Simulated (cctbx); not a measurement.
# Resonant diffraction in ZnCu2Se4

Space group C2/m (no. 12), a = 12.6460 Å, b = 3.7100 Å, c = 6.1390 Å, α = 90.00°, β = 118.75°, γ = 90.00°.

```
atom  mult.       x    y       z  Ueq (Å²)
 Se1      4  0.1405  1/2  0.9747    0.0099
 Se2      4  0.3708  1/2  0.5399    0.0154
 Zn1      2       0    0       0    0.0138
 Cu1      4  0.2389  1/2  0.7158    0.0080
```

The model was made for the exercise: a known structure type with other elements put in, its volume estimated, not relaxed; displacement parameters are assumed.

Calculated with cctbx: free-atom f′ and f″ from the Sasaki tables, no fine structure; amplitudes in electrons.

```csv
E (eV),F 1 1 2,F 2 0 1,F 0 0 3,F 0 0 2
12058,87.8,60.1,101.9,136.9
12408,87.8,61.2,101.7,131.0
12538,87.7,61.9,101.3,126.0
12598,87.6,62.6,100.8,121.1
12628,87.4,63.2,100.3,116.1
12643,87.2,63.9,99.8,111.1
12650,87.0,64.5,99.3,106.7
12654,86.8,65.0,98.8,102.0
12662,86.8,65.1,98.9,102.5
12666,87.1,64.3,99.5,108.3
12673,87.3,63.7,100.0,113.2
12688,87.6,63.0,100.6,118.5
12718,87.8,62.3,101.2,123.8
12808,88.2,61.5,102.0,130.8
13058,88.7,60.6,103.0,138.4
```

**Question.** Which edge is crossed, and why do the reflections move as they do?

The K edge of Se. The edge is at 12658 eV. f′ of Se falls from -4.2 e at 12538 eV to -7.6 e at 4 eV below it, and f″ steps from 0.50 to 3.84 e across it. Over that approach |F| changes by -1 % (1 1 2), +5 % (2 0 1), -2 % (0 0 3) and -19 % (0 0 2): a reflection falls where Se scatters in phase with the total and rises where it scatters against it; it hardly moves where the Se term is small or cancels by symmetry. Above the edge the larger f″ enters the imaginary part, where it can add to or cancel the other atoms' f″. The structure is centrosymmetric, so Friedel mates stay equal.

[Logs are printed without paths, hosts, clocks, repeated set-up lines and the standing remarks that a program may print on its own settings, such as how far it seeks lower states.]
